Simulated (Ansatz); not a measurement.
G0W0 rungs for SiO2 (P6_422).

Symmetry: P6_422, No. 181, hexagonal system. Conventional cell: a = 5.061 Å, b = 5.061 Å, c = 5.541 Å, α = 90.00°, β = 90.00°, γ = 120.00°. Nearest to Si lie 4 O at 1.61 Å. Nearest to O lie 2 Si at 1.61 Å. Farther neighbours and most contacts between anions are not listed.

```cif
data_structure
_symmetry_space_group_name_H-M 'P 1'
_symmetry_Int_Tables_number 1
_cell_length_a 5.0605
_cell_length_b 5.0605
_cell_length_c 5.5414
_cell_angle_alpha 90.000
_cell_angle_beta 90.000
_cell_angle_gamma 120.000
_cell_volume 122.90
loop_
_atom_site_label
_atom_site_type_symbol
_atom_site_fract_x
_atom_site_fract_y
_atom_site_fract_z
_atom_site_occupancy
Si1 Si 0.00000 0.50000 0.33333 1
Si2 Si 0.50000 0.50000 0.66667 1
Si3 Si 0.50000 0.00000 0.00000 1
O4 O 0.58279 0.79139 0.83333 1
O5 O 0.79139 0.58279 0.50000 1
O6 O 0.79139 0.20861 0.16667 1
O7 O 0.41721 0.20861 0.83333 1
O8 O 0.20861 0.41721 0.50000 1
O9 O 0.20861 0.79139 0.16667 1
```

The cell and positions are those that the Materials Project relaxed with its own functionals (PBE, PBE+U or r2SCAN), kept fixed.

Runs so far (Ansatz 0.2.0, start LDA, PAW set soft_1 files, 6×6×2 mesh). Times are wall times on 1 × NVIDIA H100 80GB HBM3 (shared by 6 runs) with 2 threads of AMD EPYC 7R13 (Zen 3), shared host, good to a factor of about two.

```csv
bands summed,cutoff (eV),gap on the mesh (eV),time
122,50,8.270,11 s
303,100,8.373,16 s
536,150,8.554,36 s
```

Question: What should the next rung give, with 934 bands and screening to 220 eV, and where is the limit?

The error falls about as one over the bands when the cutoff rises with them. A line through the two highest rungs given predicts 8.654 eV; the run gave 8.669 eV, close to it. The two highest rungs put the limit near 8.824 eV, the pair below near 8.789 eV; their difference is a rough measure of what is unsettled in bands and cutoff; the mesh is a separate error.

Gaps are over the mesh's points; an edge off the mesh would be missed. Limits: not at the basis limit; coarse k mesh.

[Paths, hosts, dates, memory and timing lines, banners, echoed tables and standing remarks are left out of the program output.]

[Logs are printed without paths, hosts, clocks, repeated set-up lines and the standing remarks that a program may print on its own settings, such as how far it seeks lower states.]

[Runs of the session that timed out or met a known fault of the program may be left out.]

[Cells called generated may have been cut or substituted from an entry of the Crystallography Open Database or the Materials Project.]

[Hosts, paths, dates, database ids (printed as entryN), source tags and the programs' standing remarks are cut or masked in the printed files.]
